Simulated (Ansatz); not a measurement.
## 6-layer 1T-PtS2 (AA) in a perpendicular field

Wanted: the out-of-plane response of the 6-layer 1T-PtS2 (AA). A positive field points along +c.

Method: plane-wave DFT, PBE-D3(BJ), Ansatz PAW, in Ansatz 0.2.0.

Report form: inputs, costs, results and the conclusion, without the logs.

## 1. Starting point

The cell holds 18 atoms: 12 S and 6 Pt. Its edges and angles: a = 3.570 Å, b = 3.570 Å, c = 85.185 Å, α = 90.0°, β = 90.0°, γ = 120.0°. Regions: layer 1: 1T-PtS2, 3 atoms (2 S and 1 Pt); layer 2: 1T-PtS2, 3 atoms (2 S and 1 Pt); layer 3: 1T-PtS2, 3 atoms (2 S and 1 Pt); layer 4: 1T-PtS2, 3 atoms (2 S and 1 Pt); layer 5: 1T-PtS2, 3 atoms (2 S and 1 Pt); layer 6: 1T-PtS2, 3 atoms (2 S and 1 Pt). Vacuum lies along c.

## 2. Relaxing the slab

The starting cell is a guess, so the in-plane lattice and the atoms are relaxed first, with the slab cut off from its images along the normal.

Input file input.yaml:

```yaml
crystal:
  lattice:
    - [3.57, 0.0, 0.0]
    - [-1.785, 3.0917106915, 0.0]
    - [0.0, 0.0, 85.1845183636]
  atoms:
    - { symbol: S, position: [0.6666666667, 0.3333333333, 0.3410244086] }
    - { symbol: Pt, position: [0.0, 0.0, 0.3528463126] }
    - { symbol: S, position: [0.3333333333, 0.6666666667, 0.3646682166] }
    - { symbol: S, position: [0.6666666667, 0.3333333333, 0.3998858836] }
    - { symbol: Pt, position: [0.0, 0.0, 0.4117077876] }
    - { symbol: S, position: [0.3333333333, 0.6666666667, 0.4235296915] }
    - { symbol: S, position: [0.6666666667, 0.3333333333, 0.4587473585] }
    - { symbol: Pt, position: [0.0, 0.0, 0.4705692625] }
    - { symbol: S, position: [0.3333333333, 0.6666666667, 0.4823911665] }
    - { symbol: S, position: [0.6666666667, 0.3333333333, 0.5176088335] }
    - { symbol: Pt, position: [0.0, 0.0, 0.5294307375] }
    - { symbol: S, position: [0.3333333333, 0.6666666667, 0.5412526415] }
    - { symbol: S, position: [0.6666666667, 0.3333333333, 0.5764703085] }
    - { symbol: Pt, position: [0.0, 0.0, 0.5882922124] }
    - { symbol: S, position: [0.3333333333, 0.6666666667, 0.6001141164] }
    - { symbol: S, position: [0.6666666667, 0.3333333333, 0.6353317834] }
    - { symbol: Pt, position: [0.0, 0.0, 0.6471536874] }
    - { symbol: S, position: [0.3333333333, 0.6666666667, 0.6589755914] }
  periodic: [true, true, false]
kpoints:
  mp_grid: { grid: [12, 12, 1] }
hamiltonian:
  xc: pbe
  dispersion: d3bj
scf:
  occupations: { method: fermi_dirac, width: 0.05 }
  convergence: { dr2_threshold: 1.0e-09 }
relax:
  f_tol: 0.004
  max_steps: 90
  cell: {}
output:
  write_potential: true
  write_density: true
  volumetric_format: npy
```

Launch:

```sh
$ ansatz run input.yaml --threads 4 --pin off --max-ram 16384MiB --backend cpu --events-out ev --progress --plain --runs-dir out
```

Wall time 10 min (4 threads of Arm Neoverse V1, shared host); peak memory 3.1 GiB.

Step by step:

```tsv
step	energy less that of the first step (eV)	largest force component (eV/Å)	volume (Å³)
1	0.0000	3.0884	940.22
2	-3.7735	0.4188	949.09
3	-3.9004	0.1234	927.39
4	-3.9321	0.0565	934.44
5	-3.9567	0.0186	939.17
6	-3.9725	0.0293	941.66
7	-3.9705	0.0583	944.22
8	-3.9757	0.0103	942.69
9	-3.9757	0.0221	943.27
10	-3.9761	0.0086	943.06
11	-3.9761	0.0036	943.46
12	-3.9761	0.0002	943.22
13*	-3.9763	0.0002	943.22
```

Relaxation steps marked * repeat the geometry before them on a plane-wave basis chosen anew for their cell, so energy and pressure can jump there. Relaxation step 7 was tried and not accepted.

Forces are held to the 12 operations that the program found; a distortion that breaks them can't arise in this run.

```tsv
cell as run	before	after	change
a (Å)	3.570	3.576	+0.2 %
b (Å)	3.570	3.576	+0.2 %
```

The atoms that moved most (Å, along periodic axes as changes of fractional coordinates times the final cell, across vacuum about the mean position):

```tsv
atom	dx	dy	dz	length
S16	0.000	0.000	-1.016	1.016
S3	0.000	0.000	1.016	1.016
Pt2	0.000	0.000	0.822	0.822
Pt17	0.000	0.000	-0.822	0.822
S6	0.000	0.000	0.707	0.707
S13	0.000	0.000	-0.707	0.707
S1	0.000	0.000	0.596	0.596
S18	0.000	0.000	-0.596	0.596
```

The relaxed structure:

```cif
data_structure
_symmetry_space_group_name_H-M 'P 1'
_symmetry_Int_Tables_number 1
_cell_length_a 3.5757
_cell_length_b 3.5757
_cell_length_c 85.1845
_cell_angle_alpha 90.000
_cell_angle_beta 90.000
_cell_angle_gamma 120.000
_cell_volume 943.22
loop_
_atom_site_label
_atom_site_type_symbol
_atom_site_fract_x
_atom_site_fract_y
_atom_site_fract_z
_atom_site_occupancy
S1 S 0.66667 0.33333 0.34802 1
Pt2 Pt 0.00000 0.00000 0.36250 1
S3 S 0.33333 0.66667 0.37660 1
S4 S 0.66667 0.33333 0.40341 1
Pt5 Pt 0.00000 0.00000 0.41763 1
S6 S 0.33333 0.66667 0.43183 1
S7 S 0.66667 0.33333 0.45835 1
Pt8 Pt 0.00000 0.00000 0.47256 1
S9 S 0.33333 0.66667 0.48677 1
S10 S 0.66667 0.33333 0.51323 1
Pt11 Pt 0.00000 0.00000 0.52744 1
S12 S 0.33333 0.66667 0.54165 1
S13 S 0.66667 0.33333 0.56817 1
Pt14 Pt 0.00000 0.00000 0.58237 1
S15 S 0.33333 0.66667 0.59659 1
S16 S 0.66667 0.33333 0.62340 1
Pt17 Pt 0.00000 0.00000 0.63750 1
S18 S 0.33333 0.66667 0.65198 1
```

Numbers from this step:

```
energy at zero smearing : -85976.3652 eV
```

The lattice constant a goes from 3.570 to 3.576 Å.

## 3. Single point, field 0, start network

A sawtooth potential applies the field, turning back in the middle of the vacuum. With the dipole correction the typed value is the field outside the slab. The induced dipole is small, so the SCF threshold is tight.

The cell differs from the one that the last finished run ended in (c 85.185 → 43.892 Å).

Input file input.yaml:

```yaml
crystal:
  lattice:
    - [3.575697175, 0.0, 0.0]
    - [-1.7878485875, 3.0966445898, 0.0]
    - [0.0, 0.0, 43.8922709398]
  atoms:
    - { symbol: S, position: [0.6666666667, 0.3333333333, 0.2050474903] }
    - { symbol: Pt, position: [0.0, 0.0, 0.2331406332] }
    - { symbol: S, position: [0.3333333333, 0.6666666667, 0.2605015063] }
    - { symbol: S, position: [0.6666666667, 0.3333333333, 0.3125428601] }
    - { symbol: Pt, position: [0.0, 0.0, 0.3401342097] }
    - { symbol: S, position: [0.3333333333, 0.6666666667, 0.3677012943] }
    - { symbol: S, position: [0.6666666667, 0.3333333333, 0.4191643028] }
    - { symbol: Pt, position: [0.0, 0.0, 0.4467452203] }
    - { symbol: S, position: [0.3333333333, 0.6666666667, 0.474321486] }
    - { symbol: S, position: [0.6666666667, 0.3333333333, 0.525678514] }
    - { symbol: Pt, position: [0.0, 0.0, 0.5532547797] }
    - { symbol: S, position: [0.3333333333, 0.6666666667, 0.5808356972] }
    - { symbol: S, position: [0.6666666667, 0.3333333333, 0.6322987057] }
    - { symbol: Pt, position: [0.0, 0.0, 0.6598657903] }
    - { symbol: S, position: [0.3333333333, 0.6666666667, 0.6874571399] }
    - { symbol: S, position: [0.6666666667, 0.3333333333, 0.7394984937] }
    - { symbol: Pt, position: [0.0, 0.0, 0.7668593668] }
    - { symbol: S, position: [0.3333333333, 0.6666666667, 0.7949525097] }
kpoints:
  mp_grid: { grid: [18, 18, 1] }
  band_path:
    path: [[0, 0, 0], [0.5, 0, 0], [0.33333333, 0.33333333, 0], [0, 0, 0]]
    npoints: 16
hamiltonian:
  xc: pbe
  dispersion: d3bj
scf:
  occupations: { method: fermi_dirac, width: 0.02585 }
  convergence: { dr2_threshold: 1.0e-10 }
efield:
  axis: 3
  dipole_correction: true
  ramp_position: 0.97
  ramp_width: 0.06
  amplitude: 0
output:
  dos: { projected: true, e_range: [-6, 5] }
  write_potential: true
  write_density: true
  volumetric_format: npy
  elf: true
```

The job ended after 2.8 min (4 threads; peak memory 2.8 GiB).

Numbers from this step:

- energy at zero smearing: -85976.3691 eV
- dipole along the normal: -1.59e-6 e·Å
- gap along the path: 0.2128 eV
- smallest direct gap along the path: 0.8513 eV
- ionisation energy, upper face: 5.160 eV
- electron affinity, upper face: 4.947 eV
- gap, the smaller of path and mesh: 0.2128 eV

The electron's electrostatic potential energy less the Fermi level oscillates, so the rows of the table below give means over 4.68 Å (shorter at the two ends). Its distinct maxima (Å: eV): 12.6: -2.94, 17.3: -3.07, 21.9: -3.09, 26.6: -3.07, 31.3: -2.94. Distinct minima: 10.2: -10.3, 14.9: -10.4, 19.6: -10.4, 24.3: -10.4, 29.0: -10.4, 33.7: -10.3.

Running mean over a fixed 2.8 Å (it still follows the layers) of the planar mean; the ramp of the sawtooth is left out. Table of electron's electrostatic potential energy less the Fermi level by z; means over each step:

```tsv
z (Å)	electron's electrostatic potential energy less the Fermi level (eV)
6.00	4.10
10.68	-6.41
15.36	-6.66
20.04	-6.69
24.72	-6.68
29.40	-6.64
34.08	-5.68
38.76	4.83
```

The density of states has structure finer than the step of the table below, so its rows give means over 0.2 eV. Peaks (eV: height): -5.86: 28.0, -4.73: 33.3, -3.46: 36.4, -3.41: 34.8, -2.11: 21.9, -1.59: 22.5, 0.95: 22.5.

Table of density of states by energy, zero at the Fermi level of the run, which the smearing sets inside the gap; means over each step:

```tsv
energy (eV)	density of states (states/eV a cell)
-5.8	16.3
-5.6	6.23
-5.4	10.1
-5.2	14.9
-5.0	20.7
-4.8	27.3
-4.6	22.8
-4.4	13.5
-4.2	5.28
-4.0	3.64
-3.8	11.0
-3.6	27.4
-3.4	29.4
-3.2	15.2
-3.0	11.9
-2.8	14.1
-2.6	16.3
-2.4	16.7
-2.2	17.1
-2.0	18.9
-1.8	16.2
-1.6	16.3
-1.4	7.45
-1.2	4.84
-1.0	4.38
-0.8	3.82
-0.6	3.36
-0.4	1.81
-0.2	0.468
0.0	0.0114
0.2	3.85
0.4	8.12
0.6	10.1
0.8	13.5
1.0	15.8
1.2	15.6
1.4	15.7
1.6	16.8
1.8	11.9
2.0	7.40
```

Projected DOS per atom over height of the atomic layer and energy from the Fermi level. Layers: S Pt S S Pt S S Pt S S Pt S S Pt S S Pt S from below.

Ten even steps from '0' (0.02 states/eV) to '9' (3.45 states/eV), each cell a mean:
```
001111111111111100
222222212212222222
223211222222112322
222121222222121222
110111111111111011
000000000000000000
000000000000000000
000000000000000000
000000000000000000
211101101101101112
323212212212212323
222232222222232222
232222232232222232
121121121121121121
261141141141141162
171191191191191171
000010010010010000
040030030030030040
262272272272272262
241141141141141142
120120120021021021
232131121121131232
```
Columns: height of the atomic layer (Å) from 9 to 34.9 (not evenly spaced); rows upwards: energy from the Fermi level (eV) from -5.96 to 2.05.

The electronic bands at the labelled points (eV, zero at the Fermi level of the run, which the smearing sets inside the gap):

```tsv
point	band 87	band 88	band 89	band 90	band 91	band 92	band 93	band 94
Γ	-1.18	-0.81	-0.40	-0.08	1.25	1.25	1.43	1.43
halfway	-1.51	-1.24	-0.91	-0.58	0.27	0.42	0.70	0.72
M	-2.54	-2.20	-1.87	-1.63	0.85	0.87	1.07	1.11
halfway	-1.90	-1.76	-1.74	-1.72	0.49	0.58	0.72	0.89
K	-1.99	-1.99	-1.88	-1.88	0.25	0.25	0.48	0.48
halfway	-1.41	-1.22	-1.00	-0.80	0.21	0.40	0.63	0.72
Γ	-1.18	-0.81	-0.40	-0.08	1.25	1.25	1.43	1.43
```

ELF in the ca plane at fractional y = 0.000, with atoms of Pt within 0.2 Å of it. It is the smooth field of the valence electrons, not physical close to the nuclei.

Ten even steps from '0' (0.00) to '9' (0.69), each cell a mean:
```
00000000000000000001358998632000135899853100
00000000000000000012335775432100234577543210
00000000000000001356764334565212566433466521
00000000000000024799985225898414898522589841
00000000000000025899985225898424898522589842
00000000000000013578875334787313687533478731
00000000000000000134544554453101354455444310
00000000000000000001346897432000134699743100
00000000000000000001369999742000146999964200
```
Columns run along c (16.0 Å, from fractional 0.04 to 0.40 of the cell), rows up along a (3.6 Å). Atoms in or near the plane, at fractional coordinates: Pt at (0.23, 0.00), Pt at (0.34, 0.00).

Electrostatic potential energy in the ca plane at fractional y = 0.000, with atoms of Pt within 0.2 Å of it. With pseudopotentials it is smooth inside the atoms' cores, unlike the true potential.

Ten even steps from '0' (-62 eV) to '9' (11 eV), each cell a mean:
```
99999999999999999999971001699999996100169999
99999999999999999999986335899999998533589999
99999999999999999999998888999999999888899999
99999999999999999999899999989999989999998999
99999999999999999999889999889999988999988999
99999999999999999999999999999999999999999999
99999999999999999999997667899999998766789999
99999999999999999999983003799999997300379999
99999999999999999999961000599999996100069999
```
Columns run along c (16.0 Å, from fractional 0.04 to 0.40 of the cell; values clipped at the 3rd and 97th percentile), rows up along a (3.6 Å). Atoms in or near the plane, at fractional coordinates: Pt at (0.23, 0.00), Pt at (0.34, 0.00).

Valence density in the ca plane at fractional y = 0.000, with atoms of Pt within 0.2 Å of it. It is the smooth field of the valence electrons, not physical close to the nuclei.

Ten steps, logarithmic in the rise over the least value, from '0' (0 e/Å³) to '9' (11 e/Å³), each cell a mean:
```
00000000000000000001248998521000125899852100
00000000000000000001235776421000123577532100
00000000000000000012233443322111223344332211
00000000000000000012332222332211233222233221
00000000000000000012332222332212233222233221
00000000000000000012233333322111223333332211
00000000000000000011234554321101123455432110
00000000000000000001247887421000124788742100
00000000000000000001258998631000125899852100
```
Columns run along c (16.0 Å, from fractional 0.04 to 0.40 of the cell), rows up along a (3.6 Å). Atoms in or near the plane, at fractional coordinates: Pt at (0.23, 0.00), Pt at (0.34, 0.00).

The gap is 0.21 eV, with the valence edge 5.16 eV and the conduction edge 4.95 eV under the upper vacuum level. Spin-orbit coupling, left out in this run, matters for the bands of elements this heavy.

## 4. Single point, field 0.1 V/Å

input.yaml: that of step 3 with these lines changed.

```diff
@@ -40,5 +40,4 @@
   ramp_width: 0.06
-  amplitude: 0
+  amplitude: 0.1
 output:
-  dos: { projected: true, e_range: [-6, 5] }
   write_potential: true
@@ -46,2 +45 @@
   volumetric_format: npy
-  elf: true
```

Wall time 3 min (4 threads); peak memory 2.7 GiB.

The dipole is 0.163 e·Å, and the gap 0.206 eV.

## 5. Single point, field -0.1 V/Å

input.yaml: that of step 4 with these lines changed.

```diff
@@ -40,3 +40,3 @@
   ramp_width: 0.06
-  amplitude: 0.1
+  amplitude: -0.1
 output:
```

Run time: 3 min. Hardware: 4 threads; peak memory 2.7 GiB.

The dipole is -0.163 e·Å, and the gap 0.206 eV.

## 6. Atoms held, field 0.2 V/Å

input.yaml: that of step 5 with these lines changed.

```diff
@@ -40,3 +40,3 @@
   ramp_width: 0.06
-  amplitude: -0.1
+  amplitude: 0.2
 output:
```

The job ended after 3 min (4 threads; peak memory 2.7 GiB; 12 min of CPU time).

The dipole is 0.326 e·Å, and the gap 0.186 eV.

## 7. Single point, field 0.3 V/Å

input.yaml: that of step 6 with these lines changed.

```diff
@@ -38,5 +38,5 @@
   dipole_correction: true
-  ramp_position: 0.97
-  ramp_width: 0.06
-  amplitude: 0.2
+  ramp_position: 0.9699
+  ramp_width: 0.0602
+  amplitude: 0.3
 output:
```

Run time: 3.1 min. Hardware: 4 threads; peak memory 2.7 GiB.

The dipole is 0.489 e·Å, and the gap 0.156 eV.

## 8. Response, atoms held

This step: plane-wave DFT, PBE-D3(BJ), Ansatz PAW; response to a field along the normal, atoms held (Ansatz 0.2.0).

The dipoles give the slope, and the difference of two potentials shows where the field is screened.

Numbers from this step:

```yaml
equivalent_conductor_thickness_p_eps_0ae: 26.61 Å
distance_between_the_outer_atoms: 25.89 Å
```

The dipole of the cell by applied field:

```tsv
applied field (V/Å)	dipole of the cell (e·Å)
-0.100	-0.163
0.000	-1.6e-6
0.100	0.163
0.200	0.326
0.300	0.489
```

Local field over the applied field, running mean. From the potentials at -0.1 and 0.1 V/Å; running mean over 2.8 Å. Table of local field over applied field by z:

```tsv
z (Å)	local field over applied field
5	0.996
6	0.965
7	0.810
8	0.506
9	0.198
10	0.0410
11	0.0452
12	0.0822
13	0.0842
14	0.0476
15	0.0205
16	0.0494
17	0.0786
18	0.0677
19	0.0314
20	0.0245
21	0.0597
22	0.0791
23	0.0560
24	0.0220
25	0.0354
26	0.0707
27	0.0767
28	0.0453
29	0.0205
30	0.0523
31	0.0868
32	0.0792
33	0.0409
34	0.0481
35	0.227
36	0.543
37	0.836
38	0.972
39	0.997
```

Electrons, planar mean, per unit field. Table of induced electron density by z:

```tsv
z (Å)	induced electron density (e/Å³ per V/Å)
5	1.5e-5
6	1.3e-4
7	9.6e-4
8	0.00335
9	0.00136
10	-3.2e-5
11	-2.3e-4
12	-2.8e-4
13	3.1e-4
14	5.2e-4
15	-2.2e-5
16	-6.6e-4
17	-2.1e-4
18	3.4e-4
19	-4.6e-5
20	7.7e-5
21	-5.5e-4
22	4.9e-5
23	6.5e-4
24	2.3e-6
25	-1.1e-4
26	-2.9e-4
27	2.4e-4
28	5.4e-4
29	-3.2e-5
30	-6.8e-4
31	-2.8e-4
32	3.2e-4
33	2.9e-5
34	1.2e-4
35	-0.00139
36	-0.00324
37	-7.9e-4
38	-1.1e-4
39	-1.2e-5
```

The smaller of the gaps on the path and on the k-mesh, counted as 0 under 0.03 eV. Gap against applied field:

```tsv
applied field (V/Å)	gap (eV)
-0.100	0.206
0.000	0.213
0.100	0.206
0.200	0.186
0.300	0.156
```

By hand: between -0.1 and 0.1 V/Å the dipole changes by 0.3256 e·Å, a slope of 1.628 e·Å²/V. A perfect conductor of thickness t has p = ε₀AEt, so t = 180.95 × 1.628 / 11.073 = 26.61 Å (e/ε₀ = 180.95 V·Å, A in Å²).

The induced dipole is that of a conductor 26.61 Å thick.

## 9. Results

- gap without field: 0.213 eV
- ionisation energy, upper face: 5.16 eV
- electron affinity, upper face: 4.95 eV
- equivalent conductor thickness, atoms held: 26.6 Å

In words: The induced dipole equals that of a perfect conductor 26.61 Å thick, while the outer atoms lie 25.89 Å apart; an out-of-plane ε follows only once a thickness t is chosen, by 1 − 1/ε = 26.61 Å / t. The gap goes from 0.21 eV to 0.16 eV at 0.3 V/Å. Semilocal functionals give gaps that are too small, and excitons are not included. Spin-orbit coupling is left out, which matters for the bands of elements this heavy.

[Long decimals in the printed logs are rounded to 6 places.]

[Logs are printed without paths, hosts, clocks, repeated set-up lines and the standing remarks that a program may print on its own settings, such as how far it seeks lower states.]

[Hosts, paths, dates, database ids (printed as entryN), source tags and the programs' standing remarks are cut or masked in the printed files.]

[Maps of the electrostatic potential energy from Ansatz leave out the sawtooth potential of an applied field or a dipole correction, so their vacuum need not be flat; planar profiles and work functions include it.]

[The density of states shown here was stored with 400 of the rows of the run's finer table, so its peaks can read low, often by over a quarter, or be missed, and its means over a window can be off by a tenth or more.]
